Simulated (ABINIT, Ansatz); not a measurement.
## A GW chain in ABINIT: MgZrF6 (Fm-3m)

How does a plane-wave GW calculation on MgZrF6 (Fm-3m) run from the first input to the gap?

Method: LDA and many-body steps on it, plane waves, in ABINIT 10.8.3.

## Step 1: Set-up

Symmetry: Fm-3m, No. 225, cubic system. Conventional cell: a = 7.976 Å, b = 7.976 Å, c = 7.976 Å, α = 90.00°, β = 90.00°, γ = 90.00°. Mg has 6 F at 1.98 Å nearest. Zr has 6 F at 2.01 Å nearest. Nearest to F lie 1 Mg at 1.98 Å and 1 Zr at 2.01 Å. Farther neighbours and most contacts between anions are not listed.

The cell and positions are those that the Materials Project relaxed with its own functionals (PBE, PBE+U or r2SCAN), kept fixed.

## Step 2: Ground state

This step: ABINIT 10.8.3; DFT, LDA, plane waves, norm-conserving pseudopotentials.

The ground-state density comes first.

run.abi reads:

```
acell 3*1.0 Angstrom
rprim 
  0.000000000000 3.988016550000 3.988016550000
  3.988016550000 0.000000000000 3.988016550000
  3.988016550000 3.988016550000 -0.000000000000
ntypat 3
znucl 12 40 9
natom 8
typat 1 2 3 3 3 3 3 3
xred 
  0.500000000000 0.500000000000 0.500000000000
  0.000000000000 0.000000000000 0.000000000000
  0.747623080000 0.252376920000 0.252376920000
  0.252376920000 0.747623080000 0.747623080000
  0.252376920000 0.747623080000 0.252376920000
  0.747623080000 0.252376920000 0.747623080000
  0.252376920000 0.252376920000 0.747623080000
  0.747623080000 0.747623080000 0.252376920000
pp_dirpath "pseudos"
pseudos "Mg.upf, Zr.upf, F.upf"
ecut 38
ngkpt 4 4 4
nshiftk 1
shiftk 0 0 0
kptopt 1
chksymbreak 0
nband 40
occopt 1
tolvrs 1e-10
nstep 60
prtwf 0
optforces 0
optstress 0
indata_prefix "in"
outdata_prefix "out"
tmpdata_prefix "tmp"
```

Started as:

```bash
OMP_NUM_THREADS=1 mpirun -n 4 abinit run.abi > log
```

Numbers of over 12 decimals in the logs are rounded to 6 here.

The program printed:

```text
.Version 10.8.3 of ABINIT. v10.8.2 released Aug 2026.

 Symmetries : space group Fm -3 m (#225); Bravais cF (face-center cubic)
================================================================================
 Values of the parameters that define the memory need of the present run
     intxc =       0    ionmov =       0      iscf =       7    lmnmax =       6
     lnmax =       6     mgfft =      60  mpssoang =       3    mqgrid =    3001
     natom =       8  nloc_mem =       1    nspden =       1   nspinor =       1
    nsppol =       1      nsym =      48    n1xccc =    2501    ntypat =       3
    occopt =       1   xclevel =       1
-    mband =          40        mffmem =           1         mkmem =           2
       mpw =        9620          nfft =      216000          nkpt =           8
================================================================================
  Rough estimation (10% accuracy) of disk space for files :
================================================================================

--------------------------------------------------------------------------------
------------- Echo of variables that govern the present computation ------------
--------------------------------------------------------------------------------
 -outvars: echo values of preprocessed input variables --------
            acell      1.8897261259E+00  1.8897261259E+00  1.8897261259E+00 Bohr

      chksymbreak           0
             ecut      3.80000000E+01 Hartree
-          fftalg         312

              ixc       -1012
              kpt      0.00000000E+00  0.00000000E+00  0.00000000E+00
                       2.50000000E-01  0.00000000E+00  0.00000000E+00
                       5.00000000E-01  0.00000000E+00  0.00000000E+00
                       2.50000000E-01  2.50000000E-01  0.00000000E+00
                       5.00000000E-01  2.50000000E-01  0.00000000E+00
                      -2.50000000E-01  2.50000000E-01  0.00000000E+00
                       5.00000000E-01  5.00000000E-01  0.00000000E+00
                      -2.50000000E-01  5.00000000E-01  2.50000000E-01
         kptrlatt        4    0    0      0    4    0      0    0    4
          kptrlen      4.26315191E+01
P           mkmem           2
            natom           8
            nband          40
            ngfft          60      60      60
             nkpt           8
            nstep          60
             nsym          48
           ntypat           3
              occ      2.000000  2.000000  2.000000  2.000000  2.000000  2.000000
                       2.000000  2.000000  2.000000  2.000000  2.000000  2.000000
                       2.000000  2.000000  2.000000  2.000000  2.000000  2.000000
                       2.000000  2.000000  2.000000  2.000000  2.000000  2.000000
                       2.000000  2.000000  2.000000  2.000000  2.000000  2.000000
                       2.000000  2.000000  0.000000  0.000000  0.000000  0.000000
                       0.000000  0.000000  0.000000  0.000000
        optforces           0
        optstress           0
            prtwf           0
            rprim      0.0000000000E+00  3.9880165500E+00  3.9880165500E+00
                       3.9880165500E+00  0.0000000000E+00  3.9880165500E+00
                       3.9880165500E+00  3.9880165500E+00 -0.0000000000E+00
          spgroup         225

           tolvrs      1.00000000E-10

             xred      5.0000000000E-01  5.0000000000E-01  5.0000000000E-01
                       0.0000000000E+00  0.0000000000E+00  0.0000000000E+00
[...]
znucl       12.00000   40.00000    9.00000

================================================================================

 chkinp: Checking input parameters for consistency.

================================================================================
== DATASET  1 ==================================================================
-   mpi_nproc: 4, omp_nthreads: 1 (-1 if OMP is not activated)

--- !DatasetInfo
iteration_state: {dtset: 1, }
dimensions: {natom: 8, nkpt: 8, mband: 40, nsppol: 1, nspinor: 1, nspden: 1, mpw: 9620, }
cutoff_energies: {ecut:  38.0, pawecutdg:  -1.0, }
electrons: {nelect:   6.40000000E+01, charge:   0.00000000E+00, occopt:   1.00000000E+00, tsmear:   1.00000000E-02, }

 Real(R)+Recip(G) space primitive vectors, cartesian coordinates (Bohr,Bohr^-1):
 R(1)=  0.0000000  7.5362591  7.5362591  G(1)= -0.0663459  0.0663459  0.0663459
 R(2)=  7.5362591  0.0000000  7.5362591  G(2)=  0.0663459 -0.0663459  0.0663459
 R(3)=  7.5362591  7.5362591  0.0000000  G(3)=  0.0663459  0.0663459 -0.0663459
 Unit cell volume ucvol=  8.5604669E+02 bohr^3
 Angles (23,13,12)=  6.00000000E+01  6.00000000E+01  6.00000000E+01 degrees

 getcut: wavevector=  0.0000  0.0000  0.0000  ngfft=  60  60  60
         ecut(hartree)=     38.000   => boxcut(ratio)=   2.02873

--- Pseudopotential description ------------------------------------------------
- Mg Generated using ONCVPSP code by D. R. Hamann
- 12.00000  10.00000  180309                  znucl, zion, pspdat
12 -1012 1 -1 1510                            pspcod,pspxc,lmax,lloc,mmax
     nproj     2     2     0
  pspatm : epsatm=    9.23542517
         --- l  ekb(1:nproj) -->
[...]
pspatm: atomic psp has been read  and splines computed

[...]
pspatm: atomic psp has been read  and splines computed

- F Generated using ONCVPSP code by D. R. Hamann
-  9.00000   7.00000  201202                  znucl, zion, pspdat
12 -1012 2 -1 824                             pspcod,pspxc,lmax,lloc,mmax
     nproj     2     2     1
  pspatm : epsatm=    4.94580260
         --- l  ekb(1:nproj) -->
[...]
2   -2.364936
 pspatm: atomic psp has been read  and splines computed

   3.69826528E+03                                ecore*ucvol(ha*bohr**3)
--------------------------------------------------------------------------------

_setup2: Arith. and geom. avg. npw (full set) are    9584.922    9584.913

================================================================================

--- !BeginCycle
iteration_state: {dtset: 1, }
solver: {iscf: 7, nstep: 60, nline: 4, wfoptalg: 0, }
tolerances: {tolvrs: 1.00E-10, }

     iter   Etot(hartree)      deltaE(h)  residm     vres2
 ETOT  1  -257.46210945248    -2.575E+02 1.473E-01 1.163E+03
 ETOT  2  -257.54019442949    -7.808E-02 2.259E-02 1.639E+03
 ETOT  3  -257.98719580032    -4.470E-01 5.293E-03 5.344E+01
 ETOT  4  -257.99295840783    -5.763E-03 3.732E-03 1.033E+01
 ETOT  5  -257.99452950831    -1.571E-03 2.095E-03 1.333E-01
 ETOT  6  -257.99454393481    -1.443E-05 1.933E-03 4.656E-03
 ETOT  7  -257.99454417660    -2.418E-07 4.202E-04 5.923E-04
 ETOT  8  -257.99454419610    -1.950E-08 1.545E-04 6.020E-05
 ETOT  9  -257.99454419977    -3.670E-09 2.863E-05 1.318E-06
 ETOT 10  -257.99454419983    -6.594E-11 9.853E-06 1.400E-08
 ETOT 11  -257.99454419989    -6.094E-11 5.732E-06 1.502E-09
 ETOT 12  -257.99454419987     1.967E-11 2.825E-06 7.264E-12

 At SCF step   12       vres2   =  7.26E-12 < tolvrs=  1.00E-10 =>converged.

--- !ResultsGS
iteration_state: {dtset: 1, }
comment   : Summary of ground state results
lattice_vectors:
- [  0.0000000,   7.5362591,   7.5362591, ]
- [  7.5362591,   0.0000000,   7.5362591, ]
- [  7.5362591,   7.5362591,  -0.0000000, ]
lattice_lengths: [  10.65788,   10.65788,   10.65788, ]
lattice_angles: [ 60.000,  60.000,  60.000, ] # degrees, (23, 13, 12)
lattice_volume:   8.5604669E+02
convergence: {deltae:  1.967E-11, res2:  7.264E-12, residm:  2.825E-06, diffor:  0.000E+00, }
etotal    :  -2.57994544E+02
entropy   :   0.00000000E+00
fermie    :  -8.82849994E-02
cartesian_stress_tensor: null
pressure_GPa: null
xred      :
- [  5.0000E-01,   5.0000E-01,   5.0000E-01, Mg]
- [  0.0000E+00,   0.0000E+00,   0.0000E+00, Zr]
- [  7.4762E-01,   2.5238E-01,   2.5238E-01,  F]
- [  2.5238E-01,   7.4762E-01,   7.4762E-01,  F]
- [  2.5238E-01,   7.4762E-01,   2.5238E-01,  F]
- [  7.4762E-01,   2.5238E-01,   7.4762E-01,  F]
- [  2.5238E-01,   2.5238E-01,   7.4762E-01,  F]
- [  7.4762E-01,   7.4762E-01,   2.5238E-01,  F]
cartesian_forces: null
force_length_stats: {min: null, max: null, mean: null, }

 Integrated electronic density in atomic spheres:
 ------------------------------------------------
 Atom  Sphere_radius  Integrated_density
[...]
================================================================================

 ----iterations are completed or convergence reached----

 Mean square residual over all n,k,spin=   11.714E-09; max=  28.252E-07
 reduced coordinates (array xred) for    8 atoms
[...]
0.252376920000      0.747623080000      0.747623080000
       0.252376920000      0.747623080000      0.252376920000
       0.747623080000      0.252376920000      0.747623080000
       0.252376920000      0.252376920000      0.747623080000
       0.747623080000      0.747623080000      0.252376920000
 rms dE/dt=  0.0000E+00; max dE/dt=  0.0000E+00; dE/dt below (all hartree)
    1       0.000000000000      0.000000000000      0.000000000000
    2       0.000000000000      0.000000000000      0.000000000000
    3       0.000000000000      0.000000000000      0.000000000000
    4       0.000000000000      0.000000000000      0.000000000000
    5       0.000000000000      0.000000000000      0.000000000000
    6       0.000000000000      0.000000000000      0.000000000000
    7       0.000000000000      0.000000000000      0.000000000000
    8       0.000000000000      0.000000000000      0.000000000000

 cartesian coordinates (angstrom) at end:
    1      3.988017     3.988017     3.988017
    2      0.000000     0.000000     0.000000
    3      2.012967     3.988017     3.988017
    4      5.963066     3.988017     3.988017
    5      3.988017     2.012967     3.988017
    6      3.988017     5.963066     3.988017
    7      3.988017     3.988017     2.012967
    8      3.988017     3.988017     5.963066
 length scales=  1.889726125908  1.889726125908  1.889726125908 bohr
              =  1.000000000000  1.000000000000  1.000000000000 angstroms
 prteigrs : about to open file out_EIG
 Fermi (or HOMO) energy (hartree) =  -0.08828   Average Vxc (hartree)=  -0.32869
 Eigenvalues (hartree) for nkpt=   8  k points:
 kpt#   1, nband= 40, wtk=  0.01563, kpt=  0.0000  0.0000  0.0000 (reduced coord)
  -2.64711   -1.77593   -1.45048   -1.45048   -1.45048   -0.99025   -0.99025   -0.99025
  -0.81330   -0.80030   -0.80030   -0.77156   -0.77156   -0.77156   -0.22271   -0.19334
  -0.19334   -0.17524   -0.17524   -0.17524   -0.16185   -0.16185   -0.16185   -0.11081
  -0.11081   -0.11081   -0.11059   -0.11059   -0.11059   -0.08828   -0.08828   -0.08828
   0.16248    0.16248    0.16248    0.18658    0.31038    0.31038    0.33825    0.44620
 prteigrs : prtvol=0 or 1, do not print more k-points.

--- !EnergyTerms
iteration_state     : {dtset: 1, }
comment             : Components of total free energy in Hartree
kinetic             :  1.45058476239729E+02
hartree             :  9.95360422286261E+01
xc                  : -5.01297661847898E+01
Ewald energy        : -1.29854569120632E+02
psp_core            :  4.32016770796877E+00
local_psp           : -2.97675427738458E+02
non_local_psp       : -2.92494673323175E+01
total_energy        : -2.57994544199874E+02
total_energy_eV     : -7.02038919157859E+03
band_energy         : -3.80903607766998E+01

== END DATASET(S) ==============================================================
================================================================================

 -outvars: echo values of variables after computation  --------
           etotal     -2.5799454420E+02
            nband          40
             nkpt           8
          spgroup         225
 [... the other variables as echoed above ...]

 Calculation completed.
```

Elapsed: 44 s, on 4 MPI ranks of Arm Neoverse V1, shared host; peak memory 0.49 GiB.

Numbers from this step:

* total energy: -7020.3892 eV
* gap: 6.824 eV
* k of the valence top: 0, 0, 0
* k of the conduction bottom: 0, 0, 0
* least direct gap: 6.824 eV

The gap is direct, at Γ.

(Continued in part 2 of 3.)

[Paths, hosts, dates, memory and timing lines, banners, echoed tables and standing remarks are left out of the program output.]

[Logs are printed without paths, hosts, clocks, repeated set-up lines and the standing remarks that a program may print on its own settings, such as how far it seeks lower states.]

[Runs of the session that timed out or met a known fault of the program may be left out.]

[Hosts, paths, dates, database ids (printed as entryN), source tags and the programs' standing remarks are cut or masked in the printed files.]

[G0W0 gaps are taken among the corrected bands and points alone; a level outside them can change the order at an edge.]

[Where Ansatz stands beside ABINIT at settings called matched, ABINIT's density can come from a denser mesh and the files from another edition; pairs whose starting gaps differed by over 0.03 eV were left out, so agreement reads better than it is.]
